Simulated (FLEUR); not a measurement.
# FePt (Tetraferroplatinum): orders along a scan of the volume, part 2 of 2

Aim: follow the moments and order energies of FePt (Tetraferroplatinum) as the volume changes.

FLEUR MaX-R8.1; LDA (VWN); all-electron FLAPW, Dirac cores, scalar-relativistic bands.

So far, largest spin moment in the muffin-tin sphere (μB): step 2 (factor 1, start ferro +) 2.91; step 3 (factor 1, start antiferro q=(0,1/2,0) +-) 2.81; step 5 (factor 1.12, start ferro +) 3.08.

### Step 6. Factor 1.12, start antiferro q=(0,1/2,0) +-

The k list default-1 (kpts.xml, not shown) is a Γ-centred 10×5×10 mesh.

File inp.xml:

```
<?xml version="1.0" encoding="UTF-8" standalone="no"?>
<fleurInput fleurInputVersion="0.39">
   <comment>
      FePt
   </comment>
   <calculationSetup>
      <cutoffs Kmax="3.6" Gmax="10.8" GmaxXC="10.8" numbands="0"/>
      <scfLoop itmax="110" minDistance="0.00002" maxIterBroyd="15" imix="Anderson" alpha="0.05" precondParam="0.0" spinf="2.0" sdNocoIR="T"/>
      <coreElectrons ctail="T" frcor="F" kcrel="0" coretail_lmax="0"/>
      <xcFunctional name="vwn" relativisticCorrections="F"/>
      <magnetism jspins="2"/>
      <soc l_soc="F" theta="0.0" phi="0.0" spav="F"/>
      <expertModes spex="0" secvar="F"/>
      <geometryOptimization l_f="F" forcealpha="1.0" forcemix="BFGS" epsdisp="0.00001" epsforce="0.00001"/>
      <ldaU l_linMix="F" mixParam="0.05" spinf="1.0"/>
   </calculationSetup>
   <cell>
      <bzIntegration valenceElectrons="64.0" mode="hist" fermiSmearingEnergy="0.00183747">
         <kPointListSelection listName="default-1"/>
         <xi:include xmlns:xi="http://www.w3.org/2001/XInclude" href="kpts.xml"> </xi:include>
      </bzIntegration>
      <xi:include xmlns:xi="http://www.w3.org/2001/XInclude" href="sym.xml"> </xi:include>
      <bulkLattice scale="1.0">
         <bravaisMatrix>
            <row-1>    5.3448097895883810     0.0000000000000000     0.0000000000000000</row-1>
            <row-2>    0.0000000000000000    10.6896195791767621     0.0000000000000000</row-2>
            <row-3>    0.0000000000000000     0.0000000000000000     7.3004194665810314</row-3>
         </bravaisMatrix>
      </bulkLattice>
   </cell>
   <atomSpecies>
      <species name="Iron (Fe) 2.800" element="Fe" atomicNumber="26">
         <mtSphere radius="2.36" gridPoints="781" logIncrement="0.016"/>
         <atomicCutoffs lmax="8" lnonsphr="6"/>
         <electronConfig flipSpins="F">
            <coreConfig>(1s1/2) (2s1/2) (2p1/2) (2p3/2)</coreConfig>
            <valenceConfig>(3s1/2) (3p1/2) (3p3/2) (4s1/2) (3d3/2) (3d5/2)</valenceConfig>
            <stateOccupation state="(3d3/2)" spinUp="1.4" spinDown="1.0"/>
            <stateOccupation state="(3d5/2)" spinUp="3.0" spinDown="0.6"/>
         </electronConfig>
         <energyParameters s="4" p="4" d="3" f="4"/>
         <lo type="SCLO" l="0" n="3" eDeriv="0"/>
         <lo type="SCLO" l="1" n="3" eDeriv="0"/>
      </species>
      <species name="Iron (Fe) -2.800" element="Fe" atomicNumber="26">
         <mtSphere radius="2.36" gridPoints="781" logIncrement="0.016"/>
         <atomicCutoffs lmax="8" lnonsphr="6"/>
         <electronConfig flipSpins="F">
            <coreConfig>(1s1/2) (2s1/2) (2p1/2) (2p3/2)</coreConfig>
            <valenceConfig>(3s1/2) (3p1/2) (3p3/2) (4s1/2) (3d3/2) (3d5/2)</valenceConfig>
            <stateOccupation state="(3d3/2)" spinUp="1.0" spinDown="1.4"/>
            <stateOccupation state="(3d5/2)" spinUp="0.6" spinDown="3.0"/>
         </electronConfig>
         <energyParameters s="4" p="4" d="3" f="4"/>
         <lo type="SCLO" l="0" n="3" eDeriv="0"/>
         <lo type="SCLO" l="1" n="3" eDeriv="0"/>
      </species>
      <species name="Platinum (Pt)" element="Pt" atomicNumber="78">
         <mtSphere radius="2.36" gridPoints="781" logIncrement="0.017"/>
         <atomicCutoffs lmax="8" lnonsphr="6"/>
         <electronConfig flipSpins="F">
            <coreConfig>(1s1/2) (2s1/2) (2p1/2) (2p3/2) (3s1/2) (3p1/2) (3p3/2) (4s1/2) (3d3/2) (3d5/2) (4p1/2) (4p3/2) (5s1/2) (4d3/2) (4d5/2) (4f5/2) (4f7/2)</coreConfig>
            <valenceConfig>(5p1/2) (5p3/2) (6s1/2) (5d3/2) (5d5/2)</valenceConfig>
            <stateOccupation state="(6s1/2)" spinUp="0.500000" spinDown="0.500000"/>
            <stateOccupation state="(5d3/2)" spinUp="1.800000" spinDown="1.800000"/>
            <stateOccupation state="(5d5/2)" spinUp="2.700000" spinDown="2.700000"/>
         </electronConfig>
         <energyParameters s="6" p="6" d="5" f="5"/>
         <lo type="SCLO" l="1" n="5" eDeriv="0"/>
      </species>
   </atomSpecies>
   <atomGroups>
      <atomGroup species="Iron (Fe) 2.800">
         <relPos label="                   1">.0000000000 .0000000000 .0000000000</relPos>
         <force calculate="T" relaxXYZ="TTT"/>
      </atomGroup>
      <atomGroup species="Iron (Fe) -2.800">
         <relPos label="                   2">.0000000000 1.000/2.000 .0000000000</relPos>
         <force calculate="T" relaxXYZ="TTT"/>
      </atomGroup>
      <atomGroup species="Platinum (Pt)">
         <relPos label="                   3">1.000/2.000 1.000/4.000 1.000/2.000</relPos>
         <relPos label="                   4">1.000/2.000 -1.000/4.000 1.000/2.000</relPos>
         <force calculate="T" relaxXYZ="TTT"/>
      </atomGroup>
   </atomGroups>
   <output dos="F" band="F" slice="F">
      <bandDOS minEnergy="-.5*Htr" maxEnergy="0.5*Htr" sigma="0.015" storeEVData="T"/>
      <plotting iplot="0" polar="F">
         <plot TwoD="T" vec1="  1.0  0.0  0.0" vec2="  0.0  1.0  0.0" vec3="  0.0  0.0  1.0" zero="  0.0  0.0  0.0" file="plot"/>
      </plotting>
      <moessbauerParams electricFieldGradient="F" isomerShift="F" coreHyperfine="F" valenceHyperfine="F"/>
   </output>
</fleurInput>
```

File crystal.txt:

```
FePt
&input film=F cartesian=F /
2.82835153730  0.00000000000  0.00000000000
0.00000000000  5.65670307460  0.00000000000
0.00000000000  0.00000000000  3.86321561180
1.8897261246
1.0 1.0 1.0

4
26 0.00000000000  0.00000000000  0.00000000000 : 2.800
26 0.00000000000  0.50000000000  0.00000000000 : -2.800
78 0.50000000000  0.25000000000  0.50000000000
78 0.50000000000  0.75000000000  0.50000000000

&kpt div1=10 div2=5 div3=10 gamma=T /
```

Run with:

```console
OMP_NUM_THREADS=1 inpgen -f crystal.txt > inpgen.log  # inp.xml is then edited as shown
OMP_NUM_THREADS=1 mpirun -n 4 fleur_MPI > fleur.log
```

The job ended after 92 s (4 MPI ranks of Arm Neoverse V1, shared host; peak memory 0.29 GiB; 6.1 min of CPU time).

Numbers from this step:

```yaml
free_energy: -1072513.2345 eV
program_s_band_gap_on_this_mesh_in_a_metal_only_a_level_spacing: 1.46e-8 eV
magnetization: 0 μB
final_state: antiferromagnetic
largest_moment: 3.043 μB
```

After 26 cycles the largest moment stands at 3.04 μB.

### Step 7. All points

In all 27 runs were made at the factors 0.88, 0.91, 0.94, 0.97, 1, 1.03, 1.06, 1.09 and 1.12, of which 27 converged. The tables hold the factors at which the parallel start converged, and CPU times count converged runs alone. Differences are of free energies.

Final states:

```
volume factor        ferro +  antiferro q=(0,1/2,0) +-  no spin polarisation  CPU time (s)
         0.88  ferromagnetic         antiferromagnetic          non-magnetic         411.6
         0.91  ferromagnetic         antiferromagnetic          non-magnetic         393.7
         0.94  ferromagnetic         antiferromagnetic          non-magnetic         423.5
         0.97  ferromagnetic         antiferromagnetic          non-magnetic         403.7
            1  ferromagnetic         antiferromagnetic          non-magnetic         413.9
         1.03  ferromagnetic         antiferromagnetic          non-magnetic         451.2
         1.06  ferromagnetic         antiferromagnetic          non-magnetic         476.4
         1.09  ferromagnetic         antiferromagnetic          non-magnetic         495.1
         1.12  ferromagnetic         antiferromagnetic          non-magnetic         512.7
```

The energy over the lowest point, ferro + by volume factor:

```
volume factor  energy over the lowest point, ferro + (meV a primitive cell)
       0.8800                                                           129
       0.9100                                                          38.8
       0.9400                                                             0
       0.9700                                                          4.43
       1.0000                                                          47.5
       1.0300                                                           122
       1.0600                                                           223
       1.0900                                                           345
       1.1200                                                           484
```

Largest sphere moment against volume factor:

```
volume factor  ferro + (μB)  antiferro q=(0,1/2,0) +- (μB)
       0.8800          2.56                           2.39
       0.9100          2.70                           2.52
       0.9400          2.80                           2.63
       0.9700          2.86                           2.72
       1.0000          2.91                           2.81
       1.0300          2.95                           2.88
       1.0600          2.99                           2.94
       1.0900          3.04                           2.99
       1.1200          3.08                           3.04
```

Table of net moment, ferro + by volume factor:

```
volume factor  net moment, ferro + (μB a primitive cell)
       0.8800                                       2.89
       0.9100                                       3.06
       0.9400                                       3.17
       0.9700                                       3.23
       1.0000                                       3.28
       1.0300                                       3.32
       1.0600                                       3.35
       1.0900                                       3.40
       1.1200                                       3.43
```

Energy less that of the parallel start against volume factor; values in meV a seeded atom:

```
volume factor  antiferro q=(0,1/2,0) +-  no spin polarisation
       0.8800                     -68.3                   198
       0.9100                     -47.3                   290
       0.9400                     -26.9                   382
       0.9700                     -9.82                   471
       1.0000                      3.33                   555
       1.0300                      13.7                   635
       1.0600                      21.6                   711
       1.0900                      28.1                   783
       1.1200                      33.4                   851
```

### Step 8. Summary of results

- largest moment, parallel start: 2.56 μB at 0.88, 3.08 μB at 1.12
- net moment, parallel start: 2.89 to 3.43 μB a primitive cell
- start antiferro q=(0,1/2,0) +- less the parallel start: -68.3 meV at 0.88, +33.4 meV at 1.12, a seeded atom
- spinless run less the parallel start: +198.3 meV at 0.88, +851.4 meV at 1.12, a seeded atom

In words: The largest moment of the parallel start goes from 2.56 μB at 0.88 to 3.08 μB at 1.12. Its energy is least at 0.94 of the points run. The start antiferro q=(0,1/2,0) +- crosses the parallel start in energy between 0.97 and 1. The spinless run lies over the parallel start at every point where both finished. The opposed order is one of several, taken for its small cell; another can lie lower, so the scan does not name the ground state. Atoms were not relaxed at any point.

[Logs and program files are shortened in this print: banners, set-up blocks, solver, clock and traceback lines can be left out without a mark of their own.]

[Logs are printed without paths, hosts, clocks, repeated set-up lines and the standing remarks that a program may print on its own settings, such as how far it seeks lower states.]

[Hosts, paths, dates, database ids (printed as entryN), source tags and the programs' standing remarks are cut or masked in the printed files.]

[Where a cell is said to come from a database of computed structures, the database is the Materials Project.]
